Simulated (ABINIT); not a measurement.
BN (P6_3mc): how ε∞ follows the gap

The empty bands of BN (P6_3mc) are shifted up rigidly by Δ, and ε∞ along x is computed for each shift. x, y and z are the Cartesian axes of the input cell.

Symmetry: P6_3mc, No. 186, hexagonal system. Conventional cell: a = 2.536 Å, b = 2.536 Å, c = 4.199 Å, α = 90.00°, β = 90.00°, γ = 120.00°. N on site b has 4 B at 1.56 to 1.57 Å as nearest neighbours. B on site b is surrounded by 4 N at 1.56 to 1.57 Å.

Method: ABINIT 10.8.3, LDA, independent particles, k-mesh 15×15×8, Lorentzian half width 0.04 eV.

Launch of the response step: `optic optic.abi`. The series took 57 s in all, its band step included, on 4 threads of Intel(R) Xeon(R) Processor @ 2.70GHz, on a shared host.

```
Δ (eV)  ε∞ along x
  0.00       4.504
  0.40           ?
  0.80       4.296
  1.20       4.202
  1.60       4.112
  2.00       4.028
```

With one effective transition at E₀ and fixed dipole strength, ε∞ − 1 = A/(E₀ + Δ), so 1/(ε∞ − 1) is linear in Δ.

Working, on the rows shown:

| x = Δ (eV) | y = 1/(ε∞ − 1) |
| --- | --- |
| 0 | 0.285388 |
| 0.8 | 0.303398 |
| 1.2 | 0.312305 |
| 1.6 | 0.321337 |
| 2 | 0.330251 |

Means: x̄ = 1.12, ȳ = 0.31054. Σ(x − x̄)(y − ȳ) = 0.05312, Σ(x − x̄)² = 2.368. Slope = 0.05312 / 2.368 = 0.02243; intercept = ȳ − slope · x̄ = 0.28541. Turned back into ε∞ along x, the line misses the rows shown by at most 0.00045.

Problem. Predict the last column of the withheld row from the fit.

Solution. At x = 0.4 the line gives y = 0.29438, that is 4.397. The run gave 4.397, so the interpolation holds to the digits printed.

Refitted with all rows, the slope is 0.02244 and the intercept 0.28541. These give E₀ = intercept/slope = 12.7 eV, far above the least direct gap of 8.30 eV: most of the screening comes from transitions well over the edge. Over the first step ε∞ falls by 6 % per eV. The cell comes from an older database entry, whose edges can be off by a per cent or so. Excitons are left out and so are local fields; LDA gaps are as a rule too small. The values come from a sum over the points of one k-mesh and carry its error, which grows as the direct gap shrinks.

[Logs are printed without paths, hosts, clocks, repeated set-up lines and the standing remarks that a program may print on its own settings, such as how far it seeks lower states.]
